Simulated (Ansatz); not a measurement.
# Lattice dynamics of YIn (Pm-3m)

Wanted: phonon frequencies of YIn (Pm-3m) and what follows from them.

Method: DFT PBEsol, scalar-relativistic, plane waves, PAW; PAW set soft_1, in Ansatz 0.2.0.

Most raw output is cut from this account.

### Step 1. Set-up

It takes space group Pm-3m (No. 221, cubic). Conventional cell: a = 3.810 Å, b = 3.810 Å, c = 3.810 Å, α = 90.00°, β = 90.00°, γ = 90.00°. Nearest to Y lie 8 In at 3.30 Å. Nearest to In lie 8 Y at 3.30 Å. Farther neighbours are not listed.

### Step 2. Bringing the structure to rest

The cell and atoms are relaxed, since residual forces and stress would shift the frequencies.

The input, input.yaml:

```yaml
crystal:
  lattice:
    - [3.81, 0.0, 0.0]
    - [0.0, 3.81, 0.0]
    - [0.0, 0.0, 3.81]
  atoms:
    - { symbol: "Y", position: [0.5, 0.5, 0.5] }
    - { symbol: In, position: [0.0, 0.0, 0.0] }
kpoints:
  mp_grid: { grid: [12, 12, 12] }
hamiltonian:
  xc: pbesol
  pseudopotentials: { kind: paw, azcp: { folder: soft_1 }, xc_functional: pbe }
scf:
  occupations: { method: gaussian, width: 0.1 }
output:
  forces: true
  stress: true
  eigenvalues: true
relax:
  adjacent_minimum: "off"
  f_tol: 0.005
  max_steps: 80
  cell: { stress_tol: 0.05 }
```

Launch:

```
$ ansatz run input.yaml --threads 4 --pin off --max-ram 10240MiB --backend cpu --events-out ev --progress --plain --runs-dir out
```

Wall time 6.3 s (4 threads of Arm Neoverse V1, shared host); peak memory 0.41 GiB.

The steps of the relaxation:

```tsv
step	energy less that of the first step (eV)	largest force component (eV/Å)	pressure (GPa)	volume (Å³)
1	0.0000	0.0000	-4.41	55.31
2	-0.0600	0.0000	1.54	49.74
3	-0.0653	0.0000	-0.20	51.07
4	-0.0654	0.0000	-0.01	50.91
5*	-0.0651	0.0000	-0.01	50.91
```

Relaxation steps marked * repeat the geometry before them on a plane-wave basis chosen anew for their cell, so energy and pressure can jump there.

The run keeps the 48 symmetry operations that it works with, so distortions that break them were not tested.

```tsv
conventional cell, symmetrised	before	after	change
a (Å)	3.810	3.706	-2.7 %
b (Å)	3.810	3.706	-2.7 %
c (Å)	3.810	3.706	-2.7 %
volume (Å³/atom)	27.65	25.46	-7.9 %
```

Final coordinates:

```xyz
2
Lattice="3.7063 0.0000 0.0000 0.0000 3.7063 0.0000 0.0000 0.0000 3.7063" Properties=species:S:1:pos:R:3 pbc="T T T"
Y     1.8531    1.8531    1.8531
In    0.0000    0.0000    0.0000
```

This step gave:

| Quantity | Value |
| --- | --- |
| pressure | -0.01074 GPa |
| volume per atom | 25.46 Å³ |
| gap on the k-mesh | 0 eV |

In this step the volume went from 27.65 to 25.46 Å³/atom.

### Step 3. Tight relaxation

Phonons need a cell at rest on their own settings, so the relaxation is repeated with tight tolerances on forces and stress, using the mesh and the filling of the phonon run that follows.

input.yaml, the sections that differ from step 2:

```yaml
crystal:
  lattice:
    - [3.7062992046, 0.0, 0.0]
    - [0.0, 3.7062992046, 0.0]
    - [0.0, 0.0, 3.7062992046]
  atoms:
    - { symbol: "Y", position: [0.5, 0.5, 0.5] }
    - { symbol: In, position: [0.0, 0.0, 0.0] }
scf:
  occupations: { method: methfessel_paxton, width: 0.2 }
relax:
  adjacent_minimum: "off"
  f_tol: 0.001
  max_steps: 60
  cell: { stress_tol: 0.01 }
# kpoints, hamiltonian, output: as in step 2
```

It took 4.8 s on 4 threads; peak memory 0.39 GiB.

Little changed from the start: no atom moved by 0.005 Å and no cell edge by 0.1 %.

Numbers from this step:

| Quantity | Value |
| --- | --- |
| pressure | -7.13e-5 GPa |
| volume per atom | 25.44 Å³ |

The forces vanish by symmetry and the pressure is 0.000 GPa, within the tolerances set. The cell now holds 25.44 Å³/atom.

### Step 4. Zone-centre response

The zone centre comes first: it holds the modes that light can see, as far as symmetry allows. No field response is asked, since the mesh shows no gap.

input.yaml, the sections that differ from step 3:

```yaml
crystal:
  lattice:
    - [3.705579302, 0.0, 0.0]
    - [0.0, 3.705579302, 0.0]
    - [0.0, 0.0, 3.705579302]
  atoms:
    - { symbol: "Y", position: [0.5, 0.5, 0.5] }
    - { symbol: In, position: [0.0, 0.0, 0.0] }
output:
  eigenvalues: true
phonons:
  method: dfpt
# kpoints, hamiltonian, scf: as in step 3
# relax: removed
```

The job ended after 13 s (4 threads; peak memory 0.74 GiB; 50 s of CPU time).

Numbers from this step:

| Item | Value |
| --- | --- |
| sum-rule residual before enforcement | 7.44e-5 eV/Å² |
| point group | m-3m |
| highest optical mode at the zone centre (no LO-TO term) | 132.9 cm⁻¹ |
| lowest optical zone-centre mode | 132.9 cm⁻¹ |

Patterns of degenerate modes are one choice out of their space. Modes at Γ, with each element's share of the kinetic energy:

```tsv
mode	frequency (cm⁻¹)	symmetry	Y %	In %
1	0.0	acoustic	44	56
2	0.0	acoustic	44	56
3	0.0	acoustic	44	56
4	132.9	T1u	56	44
5	132.9	T1u	56	44
6	132.9	T1u	56	44
```

Displacements in mode 4 (132.9 cm⁻¹), the largest set to 1:
```
Y1   0.00  0.00  1.00
In2  0.00  0.00 -0.77
```

Before it was imposed, the acoustic sum rule was missed by 7.4e-5 eV/Å². Small misses are needed for a sound result but don't prove that mesh and cutoff are converged. The lowest optical mode is real, 133 cm⁻¹.

### Step 5. The dispersion

Stability and thermal properties need the whole zone. Linear response on a 4×4×4 q mesh gives force constants as far as a supercell of that size would.

Changes to input.yaml since step 4:

```diff
@@ -19 +19,8 @@
   method: dfpt
+  qmesh: [4, 4, 4]
+  temperatures: { t_max: 1000, t_step: 50 }
+  qpath:
+    path:
+      - [[0.0, 0.0, 0.0], [0.0, 0.5, 0.0], [0.5, 0.5, 0.0], [0.0, 0.0, 0.0], [0.5, 0.5, 0.5], [0.0, 0.5, 0.0]]
+      - [[0.5, 0.5, 0.5], [0.5, 0.5, 0.0]]
+    npoints: 10
```

It took 6.6 min on 4 threads; peak memory 2.1 GiB; 26 min of CPU time.

Numbers from this step:

```
sum-rule residual before enforcement                    : 6.59e-5 eV/Å²
lowest frequency on the path                            : 0 cm⁻¹
highest frequency on the path or at a solved wavevector : 187.7 cm⁻¹
mean frequency                                          : 109.3 cm⁻¹
Debye temperature (second moment)                       : 219 K
logarithmic mean frequency                              : 99 cm⁻¹
lowest mode on the q mesh (acoustic modes at Γ apart)   : 25.43 cm⁻¹
zero-point energy per atom                              : 20.33 meV
heat capacity at 300 K                                  : 24.29 J/(mol atoms K)
vibrational entropy at 300 K                            : 43.85 J/(mol atoms K)
```

Frequencies (cm⁻¹) solved at each irreducible wavevector; negative means imaginary. Frequencies by wavevector, by row:

```tsv
q in reciprocal lattice units	star	mode 1	mode 2	mode 3	mode 4	mode 5	mode 6
0 0 0	1	0	0	0	132.9	132.9	132.9
0 0 0.25	6	58.7	58.7	70.6	125.2	125.2	148.7
0 0 -0.5	3	90.3	90.3	109.9	109.9	114	158.8
0 0.25 0.25	12	25.4	73	102.8	116.1	133.6	163.2
0 0.25 -0.5	12	64	69.8	92.4	98.7	162.9	174.7
0 -0.5 -0.5	3	30.1	30.1	92.6	96.4	187.7	187.7
0.25 0.25 0.25	8	61.9	61.9	84.4	149.2	152.5	152.5
0.25 0.25 -0.5	12	50.2	74.7	96.1	127.4	161.5	175.9
0.25 -0.5 -0.5	6	75	75	107.3	129.6	174.7	174.7
-0.5 -0.5 -0.5	1	124.3	124.3	124.3	147.4	147.4	147.4
```

Interpolated from a 4×4×4 q mesh. The phonon branches at the labelled points (cm⁻¹):

```tsv
point	branch 1	branch 2	branch 3	branch 4	branch 5	branch 6
Γ	0	0	0	133	133	133
halfway	59	59	71	125	125	149
X	90	90	110	110	114	159
halfway	64	70	92	99	163	175
M	30	30	93	96	188	188
halfway	25	73	103	116	134	163
Γ	0	0	0	133	133	133
halfway	62	62	84	149	152	152
R	124	124	124	147	147	147
halfway	50	75	96	127	162	176
X	90	90	110	110	114	159
jump to R	124	124	124	147	147	147
halfway	75	75	107	130	175	175
M	30	30	93	96	188	188
```

The phonon density of states has structure finer than the step of the table below, so its rows give means over 10 cm⁻¹, whole bins alone (the curve runs from 1 to 189 cm⁻¹). Peaks (cm⁻¹: height): 49.0: 0.0445, 75.0: 0.0574, 91.0: 0.0708, 121.0: 0.0488, 169.0: 0.0585.

Tetrahedra on a 20×20×20 mesh, mean over bins of 2 cm-1. Interpolated from a 4×4×4 q mesh. The phonon density of states by wavenumber; means over each step:

```tsv
wavenumber (cm⁻¹)	phonon density of states (1/cm⁻¹/cell)
10	0.00101
20	0.00381
30	0.0108
40	0.0245
50	0.0376
60	0.0311
70	0.0435
80	0.0441
90	0.0599
100	0.0465
110	0.0278
120	0.0407
130	0.0383
140	0.0274
150	0.0263
160	0.0459
170	0.0571
180	0.0312
```

The partial phonon density of states has structure finer than the step of the table below, so its rows give means over 5 cm⁻¹, whole bins alone (the curve runs from -10 to 203 cm⁻¹). Peaks (cm⁻¹: height): In 46.2: 0.0250, 75.7: 0.0412, 90.4: 0.0556, 164.0: 0.0176; Y 47.6: 0.0146, 75.7: 0.0188, 121.2: 0.0371, 164.0: 0.0411.

Phonopy on the run's constants, 15x15x15 mesh, Gaussian sigma 2.0 cm-1. Interpolated from a 4×4×4 q mesh. Partial phonon density of states against wavenumber; means over each step; values in 1/cm⁻¹/cell:

```tsv
wavenumber (cm⁻¹)	In	Y
-5	1.5e-5	1.1e-5
0	1.8e-4	1.4e-4
5	3.3e-4	2.4e-4
10	3.6e-4	2.3e-4
15	0.00116	8.0e-4
20	0.00338	0.00222
25	0.00339	0.00202
30	0.00588	0.00326
35	0.0140	0.00783
40	0.0142	0.00773
45	0.0209	0.0117
50	0.0235	0.0143
55	0.0220	0.0128
60	0.0182	0.00987
65	0.0240	0.0127
70	0.0260	0.0126
75	0.0373	0.0170
80	0.0296	0.0118
85	0.0377	0.0110
90	0.0514	0.0119
95	0.0426	0.0112
100	0.0373	0.0127
105	0.0178	0.0129
110	0.00946	0.0202
115	0.00881	0.0224
120	0.0111	0.0327
125	0.0104	0.0305
130	0.0106	0.0283
135	0.00758	0.0216
140	0.00821	0.0221
145	0.00662	0.0174
150	0.00878	0.0189
155	0.0101	0.0212
160	0.0136	0.0319
165	0.0169	0.0394
170	0.0166	0.0395
175	0.0150	0.0352
180	0.00977	0.0211
185	0.00468	0.00934
190	6.3e-4	0.00122
195	3.0e-6	7.3e-6
200	0	0
```

Second derivatives of the energy by pair, one row for each kind of neighbour of each atom listed. Each entry sums the pair over the periodic images of the supercell that the q mesh stands for, and in a polar crystal it holds the long-range dipole part too. Force constants by pair, by row:

```tsv
atom	neighbour	distance (Å)	third of the trace (eV/Å²)	along the pair's line (eV/Å²)
Y1	itself	0	5.582	–
Y1	In	3.209	-0.436	-1.889
Y1	Y	3.706	-0.2959	-1.082
Y1	Y	5.24	-0.0274	-0.0036
Y1	In	6.145	0.009	0.0628
Y1	Y	6.418	-0.0312	-0.0382
Y1	Y	7.411	4.00e-4	0.0374
In2	itself	0	4.507	–
In2	Y	3.209	-0.436	-1.889
In2	In	3.706	-0.2231	-0.5324
In2	In	5.24	0.0139	-0.1016
In2	Y	6.145	0.009	0.0628
In2	In	6.418	-0.0132	0.0264
In2	In	7.411	0.0242	0.0339
```

Harmonic thermodynamic functions per atom, from the density of states. Interpolated from a 4×4×4 q mesh. Thermodynamic functions, by row:

```tsv
T (K)	F_vib (meV/atom)	S (J/mol-atom/K)	C_V (J/mol-atom/K)
0	20.33	0	0
50	19.03	7.403	12.29
100	12.13	18.82	20.04
200	-16.02	34.14	23.53
300	-56.75	43.85	24.29
400	-106	50.88	24.57
500	-161.7	56.38	24.7
600	-222.6	60.9	24.78
700	-287.7	64.72	24.82
800	-356.5	68.03	24.85
900	-428.6	70.96	24.87
1000	-503.5	73.58	24.88
```

Harmonic mean-square displacement, third of the trace. Interpolated from a 4×4×4 q mesh. Mean square displacements, by row:

```tsv
T (K)	Y1 U_eq (Å²)	In2 U_eq (Å²)
0	0.00191	0.00192
100	0.005	0.00574
300	0.01387	0.01633
600	0.02751	0.03248
```

Symmetry leaves 10 wavevectors to solve. The lowest mode among them, the acoustic zeros apart, lies at q = (0, 0.25, 0.25) and is real, 25.4 cm⁻¹.

### Step 6. Another isotope

An isotope changes the mass and not the force constants, so no new electronic calculation is needed; the shifts show which modes move this element.

The same force constants with the mass of In changed from 114.818 to 112.904 u (phonopy, no LO-TO term). Both lists are sorted by frequency; levels can cross, so a row need not hold one and the same mode. Modes under 3 cm⁻¹ are left out. Isotope shifts, by row:

```tsv
q	rank	natural mass (cm⁻¹)	changed mass (cm⁻¹)
0 0 0	4	132.9	133.4
0 0 0	5	132.9	133.4
0 0 0	6	132.9	133.4
0 0 0.25	1	58.74	59.06
0 0 0.25	2	58.74	59.06
0 0 0.25	3	70.62	71.03
0 0 0.25	4	125.2	125.5
0 0 0.25	5	125.2	125.5
0 0 0.25	6	148.7	149.1
0 0 -0.5	1	90.3	91.07
0 0 -0.5	2	90.3	91.07
0 0 -0.5	3	109.9	109.9
0 0 -0.5	4	109.9	109.9
0 0 -0.5	5	114	115
0 0 -0.5	6	158.8	158.8
0 0.25 0.25	1	25.43	25.57
0 0.25 0.25	2	73.01	73.41
0 0.25 0.25	3	102.8	103.6
0 0.25 0.25	4	116.1	116.5
0 0.25 0.25	5	133.6	133.7
0 0.25 0.25	6	163.2	163.7
```

A mode of this element alone would shift by +0.84 %. The highest zone-centre frequency without the field goes from 132.9 to 133.4 cm⁻¹ (+0.4 %). The product of the frequency ratios over all optical modes at Γ is 1.011; the product rule, (m/m′)^(3k/2) (M′/M)^(3/2) with k = 1 such atoms and M the mass of the cell, gives 1.011.

### Step 7. Summary of results

- space group after relaxation (within 0.01 Å): Pm-3m
- volume per atom: 25.4 Å³
- electronic character: no gap on this mesh
- highest optical mode at the zone centre (no LO-TO term): 133 cm⁻¹
- lowest optical zone-centre mode: 133 cm⁻¹
- lowest mode on the q mesh (acoustic modes at Γ apart): 25.4 cm⁻¹
- highest frequency on the path or at a solved wavevector: 188 cm⁻¹
- zero-point energy per atom: 20.3 meV
- heat capacity at 300 K: 24.3 J/(mol atoms K)
- vibrational entropy at 300 K: 43.9 J/(mol atoms K)
- Debye temperature (second moment): 219 K
- imaginary modes on the 4×4×4 q mesh: none

What this shows: The structure is a minimum as far as tested: no mode is imaginary at the 10 irreducible wavevectors of the 4×4×4 mesh, and the softest away from the acoustic zeros lies at 25 cm⁻¹. The optical modes at Γ form one degenerate level at 133 cm⁻¹. With no gap, or one that is small against the smearing, the frequencies hang on the k mesh and the smearing, most of all near Kohn anomalies. The PAW files were made for PBE and serve the other functionals too. These are harmonic frequencies at zero temperature: anharmonic shifts, linewidths and thermal expansion are left out.

[Logs are printed without paths, hosts, clocks, repeated set-up lines and the standing remarks that a program may print on its own settings, such as how far it seeks lower states.]

[Hosts, paths, dates, database ids (printed as entryN), source tags and the programs' standing remarks are cut or masked in the printed files.]
